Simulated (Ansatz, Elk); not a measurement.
## Dielectric function and optical constants of InF (model structure)

Aim: the dielectric function of InF (model structure), and the optical constants that follow from it. The cell was made here by substitution or stacking, whether or not such a phase is known. It was built so: All Cl replaced by F in the Cmcm structure of InCl. The cell is first relaxed with Ansatz.

Method: DFT, PBE, all-electron APW+lo, Dirac cores, scalar-relativistic bands, independent-particle optical response without local fields, in Elk 11.2.3 (patched build).

Most raw output is cut from this account.

## (1) Set-up

The structure is orthorhombic, space group Cmcm (No. 63). Conventional cell: a = 3.609 Å, b = 10.188 Å, c = 3.698 Å, α = 90.00°, β = 90.00°, γ = 90.00°. Nearest to In lie 1 F at 2.35 Å. Nearest to F lie 1 In at 2.35 Å. All Cl replaced by F in the Cmcm structure of InCl. Farther neighbours and most contacts between anions are not listed.

## (2) Relaxation

Spectra hang on bond lengths, so the cell is first brought to its minimum.

This step: DFT, PBE, plane-wave PAW, default files, scalar-relativistic, relaxation (Ansatz 0.2.0).

input.yaml

```yaml
crystal:
  lattice:
    - [1.80434108, -5.09386909, 0.0]
    - [1.80434108, 5.09386909, 0.0]
    - [0.0, 0.0, 3.69777554]
  atoms:
    - { symbol: In, position: [0.60969874, 0.39030126, 0.25] }
    - { symbol: In, position: [0.39030126, 0.60969874, 0.75] }
    - { symbol: F, position: [0.1595731, 0.8404269, 0.75] }
    - { symbol: F, position: [0.8404269, 0.1595731, 0.25] }
kpoints:
  mp_grid: { grid: [7, 7, 6] }
scf:
  occupations: { method: fermi_dirac, width: 0.05 }
hamiltonian:
  xc: pbe
output:
  forces: true
  stress: true
relax:
  f_tol: 0.02
  max_steps: 50
  cell: {}
```

Run with:

```bash
ansatz run input.yaml --threads 4 --pin off --max-ram 8192MiB --backend cpu --events-out ev --progress --plain --runs-dir out
```

Elapsed: 40 s, on 4 threads of Arm Neoverse V2, shared host; peak memory 0.48 GiB.

The steps of the relaxation (22 of 29):

```csv
step,energy less that of the first step (eV),largest force component (eV/Å),pressure (GPa),volume (Å³)
1,0.0000,0.7023,9.86,67.97
2,-0.3789,0.1353,3.64,75.30
4,-0.4863,0.0823,-0.48,81.42
5,-0.4908,0.0375,-0.07,80.84
6,-0.4920,0.0065,-0.12,80.64
8,-0.4937,0.0091,0.02,80.11
9,-0.4938,0.0062,0.01,80.06
10*,-0.6068,0.0138,1.98,80.06
12,-0.6644,0.1680,0.92,86.21
13,-0.6133,0.4001,-1.37,89.89
14,-0.6636,0.0397,0.17,87.93
16,-0.6643,0.0004,0.02,87.98
17*,-0.7084,0.0039,0.35,87.98
18,-0.7174,0.0085,0.21,89.32
20,-0.7179,0.0012,0.00,91.23
21*,-0.7303,0.0035,0.11,91.23
22,-0.7292,0.0083,0.01,93.27
24,-0.7294,0.0009,-0.01,93.18
25,-0.7299,0.0004,0.00,92.99
26*,-0.7343,0.0013,0.03,92.99
28,-0.7337,0.0025,0.01,93.54
29*,-0.7349,0.0028,0.02,93.54
```

Relaxation steps marked * repeat the geometry before them on a plane-wave basis chosen anew for their cell, so energy and pressure can jump there. Other such steps can lie between the rows shown. Relaxation steps 13, 23 were tried and not accepted.

Forces are held to the 8 operations that the run works with; a distortion that breaks them can't arise in this run.

```csv
cell as run,before,after,change
a (Å),5.404,7.061,+30.7 %
b (Å),5.404,7.061,+30.7 %
c (Å),3.698,3.719,+0.6 %
γ (°),140.99,149.71,+6.2 %
volume (Å³/atom),16.99,23.39,+37.6 %
```

The atoms that moved most (Å, as changes of fractional coordinates times the final cell):

```csv
atom,dx,dy,dz,length
F4,0.000,0.473,0.000,0.473
F3,0.000,-0.473,0.000,0.473
In2,0.000,0.352,0.000,0.352
In1,0.000,-0.352,0.000,0.352
```

The relaxed structure:

```xyz
4
Lattice="1.8451 -6.8159 0.0000 1.8451 6.8159 0.0000 0.0000 0.0000 3.7192" Properties=species:S:1:pos:R:3 pbc="T T T"
In    1.8451   -1.8470    0.9298
In    1.8451    1.8470    2.7894
F     1.8451    4.1679    2.7894
F     1.8451   -4.1679    0.9298
```

The relaxation ends with a largest force component of 0.0028 eV/Å and a pressure of 0.02 GPa.

## (3) Ground state

First the ground state: is it a metal or has it a gap?

This step: DFT, PBE, all-electron APW+lo, Dirac cores, scalar-relativistic bands, ground state (Elk 11.2.3 (patched build)).

elk.in

```
tasks
  0
  120

xctype
  20

nempty
  14

lorbcnd
  .true.

rgkmax
  7.0

swidth
  0.0018375

maxscl
  100

epsengy
  1e-05

sppath
  './'

avec
  3.486685990222 -12.880152086234 0.000000000000
  3.486685990222 12.880152086234 0.000000000000
  0.000000000000 0.000000000000 7.028315224787

atoms
  2
  'In.in'
  2
  0.635488696400 0.364511303600 0.250000000000   0.000 0.000 0.000
  0.364511303600 0.635488696400 0.750000000000   0.000 0.000 0.000
  'F.in'
  2
  0.194251863400 0.805748136600 0.750000000000   0.000 0.000 0.000
  0.805748136600 0.194251863400 0.250000000000   0.000 0.000 0.000

ngridk
  9 9 9
```

Run with:

```bash
OMP_NUM_THREADS=4 elk
```

Run time: 88 s. Hardware: 4 threads; peak memory 0.34 GiB; 5.6 min of CPU time.

This step gave:

```
total energy           : -11966 Ha
Fermi energy           : 2.320 eV
DOS at the Fermi level : 1.59e-7 states/eV/cell
gap on the k-mesh      : 1.587 eV
direct gap on the mesh : 1.625 eV
```

There is a gap, 1.59 eV on this mesh (points off the mesh can give less), so no carriers' term is needed.

## (4) Independent particles

The spectrum is a sum over vertical transitions between filled and empty bands at the fixed density, so many empty bands are needed.

This step: DFT, PBE, all-electron APW+lo, Dirac cores, scalar-relativistic bands, independent-particle optical response without local fields (Elk 11.2.3 (patched build)).

elk.in: that of step 3 with these lines changed.

```diff
@@ -1,4 +1,8 @@
 tasks
-  0
-  120
+  121
+
+optcomp
+  1 1
+  2 2
+  3 3
 
@@ -17,9 +21,7 @@
 swidth
-  0.0018375
+  0.0055124
 
-maxscl
-  100
-
-epsengy
-  1e-05
+wplot
+  400 100 0
+  0.0 0.80849
```

Run with:

```bash
OMP_NUM_THREADS=4 elk
```

The job ended after 11 s (4 threads; peak memory 0.05 GiB).

Read-outs, printed or worked out from the files:

* electronic dielectric constant ε∞, mean over x, y and z (by symmetry where fewer were run): 5.549
* main peak of Im epsilon, first axis: 3.180 eV

Values under the direct gap are tails of Lorentzian lines. The Im ε by photon energy; read off at these points:

```csv
photon energy (eV),E ∥ x,E ∥ y,E ∥ z
0.0,0,0,0
1.0,0.111,0.0953,0.133
2.0,0.577,0.634,0.743
3.0,8.78,3.62,7.53
3.2,11.4,5.08,7.75
3.4,8.70,7.11,10.7
3.7,7.58,7.61,9.84
4.0,6.70,7.04,7.22
5.0,3.87,4.67,2.81
6.0,2.83,2.75,1.92
7.0,1.75,2.26,2.02
8.0,2.05,1.85,1.99
9.0,1.47,1.20,1.36
10.0,0.987,0.870,0.907
11.0,0.990,1.16,1.01
12.0,0.485,0.504,0.609
13.0,0.451,0.342,0.369
14.0,0.477,0.455,0.365
15.0,0.484,0.672,0.530
16.0,0.674,0.609,0.695
17.0,0.650,0.651,0.580
18.0,0.531,0.498,0.523
19.0,0.507,0.560,0.533
20.0,0.641,0.614,0.672
21.0,0.463,0.418,0.440
```

The Re ε by photon energy:

```csv
photon energy (eV),E ∥ x,E ∥ y,E ∥ z
0.0,5.60,5.17,5.89
0.5,5.67,5.23,5.98
1.0,5.93,5.44,6.28
1.5,6.46,5.91,6.92
2.0,7.47,6.24,8.35
2.5,9.85,7.36,10.2
3.0,9.51,8.34,7.23
3.5,2.75,6.17,3.57
4.0,0.831,2.96,-0.829
4.5,-0.225,0.862,-1.92
5.0,-1.05,0.205,0.941
5.5,0.231,-0.327,-0.471
6.0,0.821,0.641,0.413
6.5,0.329,0.278,0.657
7.0,0.234,0.422,0.285
7.5,0.698,-0.154,0.712
8.0,0.582,6.0e-4,0.0213
8.5,0.179,-0.296,0.0935
9.0,0.0883,-0.0956,0.220
9.5,0.0345,0.0573,0.149
10.0,0.158,0.381,0.436
10.5,0.468,0.550,0.548
11.0,0.332,0.359,0.374
11.5,0.316,0.0982,0.301
12.0,0.379,0.265,0.337
12.5,0.643,0.447,0.511
13.0,0.720,0.634,0.657
13.5,0.855,0.790,0.809
14.0,0.834,0.885,0.847
14.5,0.888,0.956,1.01
15.0,1.00,0.925,1.05
15.5,1.05,0.893,1.04
16.0,0.955,0.870,0.956
16.5,0.931,0.925,0.870
17.0,0.785,0.853,0.784
17.5,0.859,0.781,0.859
18.0,0.815,0.801,0.866
18.5,0.877,0.884,0.897
19.0,0.851,0.932,0.947
19.5,0.925,0.825,0.899
20.0,0.876,0.814,0.817
20.5,0.688,0.583,0.649
21.0,0.680,0.623,0.614
21.5,0.606,0.617,0.606
```

The reflectivity at normal incidence has structure finer than the step of the table below, so its rows give means over 1 eV, whole bins alone (the curve runs from 0 to 21.9 eV). Peaks (eV: height): E ∥ x 3.2: 38.9, 5.1: 35.3, 6.8: 21.3, 8.7: 18.2; E ∥ y 4.5: 32.6, 6.5: 22.3, 7.6: 25.3, 8.6: 25.3, 11.7: 15.6, 20.6: 5.24; E ∥ z 4.3: 43.2, 5.4: 28.6, 6.8: 19.2, 8.1: 19.9.

Reflectivity at normal incidence against photon energy; means over each step:

```csv
photon energy (eV),E ∥ x (%),E ∥ y (%),E ∥ z (%)
1,17.6,16.1,18.6
2,22.1,18.9,24.5
3,34.2,26.6,32.5
4,33.8,30.7,40.4
5,29.9,29.6,25.5
6,17.0,21.1,18.8
7,16.5,19.9,16.2
8,14.5,22.0,18.3
9,16.9,20.0,14.8
10,12.2,10.0,8.97
11,9.75,10.9,9.68
12,6.31,10.6,7.45
13,2.01,2.52,2.43
14,1.92,1.40,1.33
15,1.34,2.09,1.55
16,2.33,2.22,2.56
17,2.77,2.70,2.54
18,2.27,2.24,1.99
19,1.91,2.14,1.97
20,2.80,3.25,3.15
21,3.24,3.53,3.51
```

The loss function −Im 1/ε at q → 0 has structure finer than the step of the table below, so its rows give means over 0.5 eV, whole bins alone (the curve runs from 0 to 21.9 eV). Peaks (eV: height): E ∥ x 5.50: 0.522, 10.18: 1.08, 11.88: 1.33, 17.00: 0.627, 20.74: 0.836, 21.51: 0.812; E ∥ y 9.68: 1.08, 11.88: 1.65, 20.68: 0.975; E ∥ z 4.79: 0.439, 9.68: 1.02, 12.05: 1.27, 16.94: 0.625, 20.79: 0.921.

Values under the direct gap are tails of Lorentzian lines. The loss function −Im 1/ε at q → 0 by energy loss; means over each step:

```csv
energy loss (eV),E ∥ x,E ∥ y,E ∥ z
0.5,0.00149,0.00144,0.00158
1.0,0.00318,0.00329,0.00339
1.5,0.00549,0.00899,0.00588
2.0,0.0100,0.0165,0.0112
2.5,0.0192,0.0205,0.0382
3.0,0.0536,0.0427,0.0652
3.5,0.108,0.0775,0.0839
4.0,0.148,0.120,0.133
4.5,0.208,0.153,0.243
5.0,0.263,0.211,0.341
5.5,0.470,0.288,0.330
6.0,0.340,0.345,0.473
6.5,0.399,0.333,0.400
7.0,0.533,0.399,0.475
7.5,0.505,0.361,0.449
8.0,0.453,0.511,0.512
8.5,0.529,0.538,0.685
9.0,0.668,0.808,0.730
9.5,0.810,0.964,0.930
10.0,0.988,0.957,0.891
10.5,0.894,0.760,0.755
11.0,0.945,0.793,0.880
11.5,1.19,1.09,1.09
12.0,1.21,1.51,1.21
12.5,0.732,1.10,0.969
13.0,0.606,0.668,0.665
13.5,0.549,0.493,0.552
14.0,0.546,0.462,0.451
14.5,0.460,0.432,0.381
15.0,0.389,0.495,0.396
15.5,0.401,0.512,0.424
16.0,0.471,0.525,0.493
16.5,0.511,0.503,0.554
17.0,0.588,0.559,0.587
17.5,0.572,0.631,0.545
18.0,0.568,0.574,0.519
18.5,0.514,0.493,0.488
19.0,0.515,0.487,0.464
19.5,0.483,0.587,0.515
20.0,0.547,0.604,0.585
20.5,0.723,0.830,0.760
21.0,0.703,0.794,0.778
21.5,0.757,0.706,0.724
```

The refractive index n and extinction k by photon energy:

```csv
photon energy (eV),"n, E ∥ x","k, E ∥ x","n, E ∥ y","k, E ∥ y"
0,2.37,0,2.27,0
1,2.44,0.0228,2.33,0.0204
2,2.74,0.105,2.50,0.127
3,3.35,1.31,2.95,0.612
4,1.95,1.72,2.30,1.53
5,1.22,1.59,1.56,1.49
6,1.37,1.03,1.32,1.04
7,1.00,0.876,1.17,0.968
8,1.16,0.880,0.962,0.962
9,0.884,0.833,0.744,0.805
10,0.761,0.649,0.816,0.533
11,0.829,0.597,0.886,0.653
12,0.705,0.344,0.646,0.390
13,0.886,0.255,0.823,0.208
14,0.947,0.252,0.970,0.234
15,1.03,0.235,1.02,0.330
16,1.03,0.327,0.983,0.310
17,0.950,0.342,0.981,0.332
18,0.946,0.281,0.934,0.267
19,0.960,0.264,1.00,0.279
20,0.990,0.324,0.958,0.321
21,0.867,0.267,0.829,0.252
```

Optical constants at common wavelengths, from n + ik = √ε:

```csv
wavelength (nm),n x,k x,R (%) x,1/α x,n y,k y,R (%) y,1/α y
633,2.72,0.098,21.4,512 nm,2.49,0.125,18.3,402 nm
532,2.97,0.186,24.7,228 nm,2.62,0.159,20.2,266 nm
450,3.48,0.765,32.6,47 nm,2.91,0.376,24.6,95 nm
405,3.34,1.473,36.4,22 nm,2.98,0.658,26.7,49 nm
308,1.94,1.726,33.2,14 nm,2.27,1.533,30.4,16 nm
248,1.22,1.590,34.6,12 nm,1.56,1.495,29.0,13 nm
193,1.18,1.041,19.1,15 nm,1.36,1.163,21.4,13 nm
```

Below the direct gap, k and the depth come from the tails of the Lorentzian lines, not from transitions.

Rows near the edge hang on the gap, which this functional as a rule makes too small, and phonon-assisted absorption is left out.

## (5) Outcome

| Quantity | Value |
| --- | --- |
| electronic dielectric constant ε∞, mean over x, y and z (by symmetry where fewer were run) (independent particles) | 5.55 |
| main peak of Im epsilon, first axis | 3.18 eV |

**Reading.** At this level (PBE, independent particles) InF has a mean ε∞ = 5.55 and n = 2.41 at 1550 nm (E ∥ x), and Im ε peaks at 3.2 eV (E ∥ x). The cell grew by 37.6 % in volume. On the mesh the gap is 1.59 eV and the least direct gap 1.62 eV. Distinct maxima of Im ε, read by a parabola through the highest points, lie at 3.18 eV (12) and 6.07 eV (2.9) for E ∥ x. The static values by axis are 5.60 (x), 5.17 (y), 5.89 (z). Excitons and phonon-assisted transitions are missing, and so are local fields; PBE gaps are as a rule too small, which pulls the onset down and ε∞ up. Spin-orbit coupling is left out although heavy atoms are present. The sum runs over mesh points, so small or evenly spaced maxima can still be ripples of the mesh. The cell grew by 38 % in the relaxation, which can come from the guessed start or, where layers or molecules are weakly bound, from the missing dispersion term; a larger cell lowers ε. Besides steps told in other documents, this task had 3 steps that ran out of time; those not told in a step above aren't shown.

[Machine, clock and banner lines and Python warnings are left out of the logs.]

[Logs are printed without paths, hosts, clocks, repeated set-up lines and the standing remarks that a program may print on its own settings, such as how far it seeks lower states.]

[Hosts, paths, dates, database ids (printed as entryN), source tags and the programs' standing remarks are cut or masked in the printed files.]
